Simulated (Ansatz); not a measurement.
# Elastic response of glassy 91GeO2-6Al2O3-3Sc2O3 (mol %) (102 atoms)

Aim: relax glassy 91GeO2-6Al2O3-3Sc2O3 (mol %) (102 atoms), then change its volume and shape to read moduli from the stress.

Program: Ansatz 0.2.0. Level of theory: Kohn-Sham DFT, PBE, PAW (set soft_1), plane waves; PAW set soft_1. Values are calculated unless marked as measured.

### 1. The structure

The cell holds 102 atoms: 29 Ge, 4 Al, 2 Sc and 67 O. Its edges and angles: a = 11.376 Å, b = 11.376 Å, c = 11.376 Å, α = 90.0°, β = 90.0°, γ = 90.0°. 102 atoms (29 Ge, 4 Al, 2 Sc, 67 O) placed at random at 3.62 g/cm³, melted at 4000 K for 10 ps at fixed volume with the Morse and Coulomb pair potential with partial charges (Pedone, Malavasi, Menziani, Cormack and Segre, J. Phys. Chem. B 110, 11780 (2006)). Quenched from 2500 K to 300 K at 50 K/ps and fixed volume, held 10 ps at zero pressure.

What the set-up can't give: The quench rate of 50 K/ps is many orders above laboratory rates, so the cell is likely richer in defects and strain than a real sample. The network of bonds at the start is that of the classical potential that made the cell, and needn't be the one that DFT or experiment would give. Only the Γ point is sampled.

### 2. Single point at the start

A single point comes first, to see the forces before anything moves.

The input, input.yaml:

```yaml
crystal:
  lattice:
    - [11.37571, 0.0, 0.0]
    - [0.0, 11.37571, 0.0]
    - [0.0, 0.0, 11.37571]
  atoms:
    - { symbol: Ge, position: [0.34093, 0.95624, 0.92174] }
    - { symbol: Ge, position: [0.15472, 0.83314, 0.08995] }
    - { symbol: Ge, position: [0.16482, 0.7227, 0.60578] }
    - { symbol: Ge, position: [0.78186, 0.56571, 0.02488] }
    - { symbol: Ge, position: [0.03242, 0.80285, 0.35819] }
    - { symbol: Ge, position: [0.93625, 0.45152, 0.22212] }
    - { symbol: Ge, position: [0.46653, 0.4931, 0.62384] }
    - { symbol: Ge, position: [0.97239, 0.1999, 0.87194] }
    - { symbol: Ge, position: [0.73685, 0.05266, 0.59455] }
    - { symbol: Ge, position: [0.19689, 0.3808, 0.92164] }
    - { symbol: Ge, position: [0.87385, 0.70814, 0.77896] }
    - { symbol: Ge, position: [0.54474, 0.69441, 0.05286] }
    - { symbol: Ge, position: [0.66104, 0.41669, 0.34616] }
    - { symbol: Ge, position: [0.0554, 0.48621, 0.68001] }
    - { symbol: Ge, position: [0.78541, 0.37415, 0.61298] }
    - { symbol: Ge, position: [0.28045, 0.57175, 0.12526] }
    - { symbol: Ge, position: [0.27924, 0.02847, 0.6446] }
    - { symbol: Ge, position: [0.90066, 0.07275, 0.38416] }
    - { symbol: Ge, position: [0.42493, 0.70425, 0.79273] }
    - { symbol: Ge, position: [0.92865, 0.94518, 0.9406] }
    - { symbol: Ge, position: [0.38112, 0.88622, 0.40334] }
    - { symbol: Ge, position: [0.53758, 0.19109, 0.19915] }
    - { symbol: Ge, position: [0.50709, 0.20778, 0.68952] }
    - { symbol: Ge, position: [0.70043, 0.32178, 0.87296] }
    - { symbol: Ge, position: [0.64391, 0.73142, 0.59674] }
    - { symbol: Ge, position: [0.41599, 0.58218, 0.36937] }
    - { symbol: Ge, position: [0.68722, 0.94269, 0.11759] }
    - { symbol: Ge, position: [0.99853, 0.16602, 0.14529] }
    - { symbol: Ge, position: [0.0672, 0.21817, 0.58196] }
    - { symbol: Al, position: [0.26858, 0.05073, 0.1878] }
    - { symbol: Al, position: [0.66026, 0.91226, 0.40425] }
    - { symbol: Al, position: [0.98184, 0.94492, 0.70084] }
    - { symbol: Al, position: [0.4524, 0.22478, 0.95156] }
    - { symbol: Sc, position: [0.75087, 0.68676, 0.28975] }
    - { symbol: Sc, position: [0.18015, 0.47283, 0.4344] }
    - { symbol: O, position: [0.90538, 0.10319, 0.24094] }
    - { symbol: O, position: [0.0535, 0.47683, 0.31306] }
    - { symbol: O, position: [0.1398, 0.12068, 0.18491] }
    - { symbol: O, position: [0.14287, 0.44618, 0.79965] }
    - { symbol: O, position: [0.92267, 0.43286, 0.63038] }
    - { symbol: O, position: [0.29289, 0.92949, 0.28588] }
    - { symbol: O, position: [0.96201, 0.31572, 0.16787] }
    - { symbol: O, position: [0.37545, 0.51082, 0.50203] }
    - { symbol: O, position: [0.78257, 0.2161, 0.60488] }
    - { symbol: O, position: [0.66731, 0.74512, 0.43067] }
    - { symbol: O, position: [0.81738, 0.65304, 0.90608] }
    - { symbol: O, position: [0.42688, 0.08075, 0.94098] }
    - { symbol: O, position: [0.32846, 0.30089, 0.90666] }
    - { symbol: O, position: [0.63522, 0.0732, 0.16372] }
    - { symbol: O, position: [0.39452, 0.14883, 0.20795] }
    - { symbol: O, position: [0.98442, 0.1762, 0.45763] }
    - { symbol: O, position: [0.49917, 0.34516, 0.63153] }
    - { symbol: O, position: [0.40419, 0.73524, 0.39494] }
    - { symbol: O, position: [0.72066, 0.40591, 0.48271] }
    - { symbol: O, position: [0.30162, 0.5452, 0.27628] }
    - { symbol: O, position: [0.41684, 0.55593, 0.74584] }
    - { symbol: O, position: [0.78746, 0.46215, 0.27825] }
    - { symbol: O, position: [0.51422, 0.94674, 0.38344] }
    - { symbol: O, position: [0.37794, 0.15188, 0.66171] }
    - { symbol: O, position: [0.01041, 0.24064, 0.73009] }
    - { symbol: O, position: [0.6795, 0.89858, 0.56763] }
    - { symbol: O, position: [0.32302, 0.93984, 0.53272] }
    - { symbol: O, position: [0.04891, 0.87141, 0.99229] }
    - { symbol: O, position: [0.75917, 0.04863, 0.4308] }
    - { symbol: O, position: [0.90771, 0.54788, 0.10968] }
    - { symbol: O, position: [0.52936, 0.77209, 0.69932] }
    - { symbol: O, position: [0.91818, 0.71349, 0.34672] }
    - { symbol: O, position: [0.13233, 0.34825, 0.55815] }
    - { symbol: O, position: [0.57412, 0.84503, 0.07349] }
    - { symbol: O, position: [0.55048, 0.52263, 0.33101] }
    - { symbol: O, position: [0.77689, 0.69804, 0.66664] }
    - { symbol: O, position: [0.5934, 0.29069, 0.30101] }
    - { symbol: O, position: [0.60911, 0.10222, 0.65499] }
    - { symbol: O, position: [0.5693, 0.23852, 0.83539] }
    - { symbol: O, position: [0.89564, 0.85256, 0.81896] }
    - { symbol: O, position: [0.72543, 0.43357, 0.97123] }
    - { symbol: O, position: [0.21194, 0.69514, 0.07783] }
    - { symbol: O, position: [0.80037, 0.92696, 0.02308] }
    [... 18 atom lines left out ...]
    - { symbol: O, position: [0.22916, 0.46659, 0.03839] }
    - { symbol: O, position: [0.96195, 0.1023, 0.01655] }
    - { symbol: O, position: [0.87381, 0.0012, 0.62938] }
    - { symbol: O, position: [0.72856, 0.8736, 0.25502] }
    - { symbol: O, position: [0.14931, 0.09813, 0.61284] }
    - { symbol: O, position: [0.82693, 0.24245, 0.87625] }
kpoints:
  mp_grid: { grid: [1, 1, 1] }
hamiltonian:
  xc: pbe
  pseudopotentials: { kind: paw, azcp: { folder: soft_1 } }
scf:
  occupations: { method: gaussian, width: 0.025 }
output:
  forces: true
```

The run is started by

```
> ansatz run input.yaml --threads 4 --pin off --max-ram 8192MiB --backend cpu --events-out ev --progress --plain --runs-dir out
```

The log of the run:

```text
Engine: ansatz 0.2.0, x86_64-unknown-linux-gnu
Pseudopotentials: kind: paw
Pseudopotential: Ge, paw, valence charge 14, recommended cutoff 420 eV (normal), soft_1/Ge.paw.azcp
Pseudopotential: Al, paw, valence charge 3, recommended cutoff 420 eV (normal), soft_1/Al.paw.azcp
Pseudopotential: Sc, paw, valence charge 11, recommended cutoff 420 eV (normal), soft_1/Sc.paw.azcp
Pseudopotential: O, paw, valence charge 6, recommended cutoff 420 eV (normal), soft_1/O.paw.azcp
Functional definition: PBE
  parameter kappa = 0.804
  parameter beta = 0.066725
  exchange = pbe_x(kappa = kappa, mu = beta*pi^2/3)
  correlation = pbe_c(beta = beta)
Crystal: 102 atoms, lattice volume = 1472.094 Å³
Basis set: ecut = 420 eV, 28671 PW (Γ), exchange–correlation on 160×160×160 points (8 copies of the dense FFT grid, shifted against one another)
Bands: 523, of which v1, the nominal top of the filled ones, is band 421 counted from 1 (420 counted from 0)
Symmetry: 1 space group operations
Space group: P1 (ITA 1), of the structure as read, at distance tolerance 1.1e-4 Å
k-points: 1
Non-local potential: Ge, projectors of the file, l = 0: 2, l = 1: 2, l = 2: 3, l = 3: 1
Non-local potential: Al, projectors of the file, l = 0: 2, l = 1: 2, l = 2: 1
Non-local potential: Sc, projectors of the file, l = 0: 3, l = 1: 2, l = 2: 3, l = 3: 1
Non-local potential: O, projectors of the file, l = 0: 2, l = 1: 2, l = 2: 1
PAW form: soft (Blöchl's): semilocal exchange-correlation on the pseudo side does not see the compensation charge
PAW one-centre angular grid: Ge, 590 points (default); XC on 64 Gauss nodes
PAW one-centre angular grid: Al, 110 points (default); XC on 64 Gauss nodes
PAW one-centre angular grid: Sc, 590 points (default); XC on 64 Gauss nodes
PAW one-centre angular grid: O, 110 points (default); XC on 64 Gauss nodes
Initial density: superposition of atomic densities (chi_scale 0.1, normalization cell, long waves kept (reshape's long-wave potential 0.46 eV rms))
Initial wavefunctions: pseudopotential atomic-orbital guess
Functional: x = pbe(κ = 0.804, μ = 0.219515), c = pbe(β = 0.066725)
SCF iter   1: F=—  HF=-169024.501064 eV  |F-HF|=—  |Δ(HF+E_count)|=         —  Δρ=1.05e-1  dr2=1.22e2  ethr=3.10e-3  ⟨swp⟩=6.0  Hψ=2053  notcnv=0  defer=48
preconditioner: auto → Resta (q_TF=auto, 2.486 Å⁻¹)  ε∞=2.8  [insulator: Δε(μ)=1.132 eV  Ē_g=20.980 eV  σ=0.025 eV  W_gap=1.00  n_scr=388 (ndim 8)  ℏωp=27.8 eV  f_vac=0.150  D(μ)=0.00/eV (n_scr^D=0)  ε∞_Penn≈2.8]
SCF iter   2: F=—  HF=-168992.396872 eV  |F-HF|=—  |Δ(HF+E_count)|=    3.21e1  Δρ=4.38e-2  dr2=1.43e1  ethr=3.10e-3  ⟨swp⟩=3.0  Hψ=1027  notcnv=0  defer=98
SCF iter   3: F=—  HF=-168989.663433 eV  |F-HF|=—  |Δ(HF+E_count)|=    2.73e0  Δρ=1.69e-2  dr2=3.43e0  ethr=1.69e-3  ⟨swp⟩=3.0  Hψ=571  notcnv=0  defer=62
automatic band count: iteration 3 solves 488 bands in place of 523: the levels show a gap, and the empty bands left out lie too high to hold charge; the band table lists the bands solved (type scf.n_extra_bands for more)
SCF iter   4: F=—  HF=-168989.260549 eV  |F-HF|=—  |Δ(HF+E_count)|=   4.03e-1  Δρ=5.73e-3  dr2=4.65e-1  ethr=4.08e-4  ⟨swp⟩=4.0  Hψ=856  notcnv=0  defer=62
SCF iter   5: F=—  HF=-168989.234889 eV  |F-HF|=—  |Δ(HF+E_count)|=   2.57e-2  Δρ=2.33e-3  dr2=7.64e-2  ethr=5.52e-5  ⟨swp⟩=3.0  Hψ=992  notcnv=0  defer=62
SCF iter   6: F=—  HF=-168989.281170 eV  |F-HF|=—  |Δ(HF+E_count)|=   4.63e-2  Δρ=1.62e-3  dr2=3.45e-2  ethr=9.08e-6  ⟨swp⟩=3.0  Hψ=825  notcnv=0  defer=62
SCF iter   7: F=—  HF=-168989.285512 eV  |F-HF|=—  |Δ(HF+E_count)|=   4.34e-3  Δρ=3.04e-4  dr2=1.73e-3  ethr=4.10e-6  ⟨swp⟩=3.0  Hψ=674  notcnv=0  defer=62
SCF iter   8: F=—  HF=-168989.287098 eV  |F-HF|=—  |Δ(HF+E_count)|=   1.59e-3  Δρ=1.89e-4  dr2=5.18e-4  ethr=2.06e-7  ⟨swp⟩=3.0  Hψ=849  notcnv=0  defer=62
SCF iter   9: F=—  HF=-168989.287429 eV  |F-HF|=—  |Δ(HF+E_count)|=   3.31e-4  Δρ=7.77e-5  dr2=8.70e-5  ethr=6.16e-8  ⟨swp⟩=3.0  Hψ=688  notcnv=0  defer=62
SCF iter  10: F=—  HF=-168989.287608 eV  |F-HF|=—  |Δ(HF+E_count)|=   1.78e-4  Δρ=2.90e-5  dr2=1.29e-5  ethr=1.03e-8  ⟨swp⟩=2.0  Hψ=904  notcnv=0  defer=62
SCF iter  11: F=—  HF=-168989.287611 eV  |F-HF|=—  |Δ(HF+E_count)|=   3.73e-6  Δρ=1.48e-5  dr2=2.91e-6  ethr=1.54e-9  ⟨swp⟩=2.0  Hψ=842  notcnv=0  defer=62
SCF iter  12: F=—  HF=-168989.287612 eV  |F-HF|=—  |Δ(HF+E_count)|=   6.66e-7  Δρ=5.23e-6  dr2=4.89e-7  ethr=3.45e-10  ⟨swp⟩=2.0  Hψ=666  notcnv=0  defer=62
SCF iter  13: F=-168989.287613 eV  HF=-168989.287613 eV  |F-HF|=2.80e-8  |Δ(HF+E_count)|=   4.28e-7  Δρ=2.34e-6  dr2=9.34e-8  ethr=1.19e-11  ⟨swp⟩=4.0  Hψ=1537  notcnv=0
SCF 1 converged in 13 iterations: F = -168989.287613 eV  dr2 = 9.34e-8
  greatest PAW one-centre occupation: 0.999 electrons in one spin orbital (limit 2), on the Ge atom at site 8 (counted from 0), in its partial waves of l = 2
SCF converged after 13 iterations
Free energy (F): -168989.287613 eV
Harris-Foulkes:  -168989.287613 eV  (|F-HF|=2.80e-8)
Internal energy: -168989.287613 eV  (E = F + TS)
E sigma→0 (E₀):  -168989.287613 eV
Fermi energy:    5.504598 eV
--- Per-component energies (eV) ---
  E_band       = -7888.594859
  E_kinetic    = 14571.862563
  E_local      = -117959.079112  (includes V_loc(G=0)·N_el)
  E_nonlocal   = 10438.199460
  E_hartree    = 52776.379960
  E_xc         = -7127.422792
  E_vxc        = -8257.469080  (∫ρ·V_xc dr)
  E_paw        = -73470.706116  (= ΣΔE_a)
  E_vpaw       = -12234.946641  (= ΣTr[D̂ρ^β])
  E_aug_tail   = 0.053393  (compensation charges beyond the density's cutoff)
  E_ewald      = -48218.574968
  E_smearing   = -0.000000  (= −TS)
  E_closure    = 0.000000  (closes the sum)
  Σ components = -168989.287613   (vs F -168989.287613, Δ=0.00e0)
--- Forces (eV/Å), atoms counted from 1 ---
  atom   1  Ge     1.79037321     0.57332950    -2.92060577
  atom   2  Ge    -0.80886777    -0.65890879     1.16336932
  atom   3  Ge     0.43043846     1.93768823    -0.26478226
  atom   4  Ge     0.09009623    -0.34096441    -2.23638330
  atom   5  Ge    -0.15843290     2.26658985     1.65073695
  atom   6  Ge    -0.27344191    -0.72145893     1.09180831
  atom   7  Ge     2.31285655     0.36995226     0.57759881
  atom   8  Ge     1.29335738    -1.07711815    -0.12338788
  atom   9  Ge     1.03779889     1.07490606    -0.23192996
  atom  10  Ge     0.90341857    -3.68511728    -1.46906695
  atom  11  Ge    -0.46076329    -1.75821613    -0.42533942
  atom  12  Ge     0.05433098     1.67608202    -0.60861851
  atom  13  Ge    -0.52428697    -1.11943876     1.05748830
  atom  14  Ge    -1.81029693    -0.22174717     2.44425294
[...]
atom 101  O      0.11287979    -2.03584957    -0.15157970
  atom 102  O     -0.19335556    -1.20416356     0.83652628
  max |Σ_I F_I| component: 6.92e-5 eV/Å
```

It took 16 s on 4 threads of Intel Xeon Platinum 8375C at 2.90GHz (Ice Lake), shared host; peak memory 2.5 GiB; 60 s of CPU time.

The r.m.s. force at the start is 1.3 eV/Å.

(Continued in part 2 of 4.)

[Long decimals in the printed logs are rounded to 6 places.]

[Logs are printed without paths, hosts, clocks, repeated set-up lines and the standing remarks that a program may print on its own settings, such as how far it seeks lower states.]

[Hosts, paths, dates, database ids (printed as entryN), source tags and the programs' standing remarks are cut or masked in the printed files.]
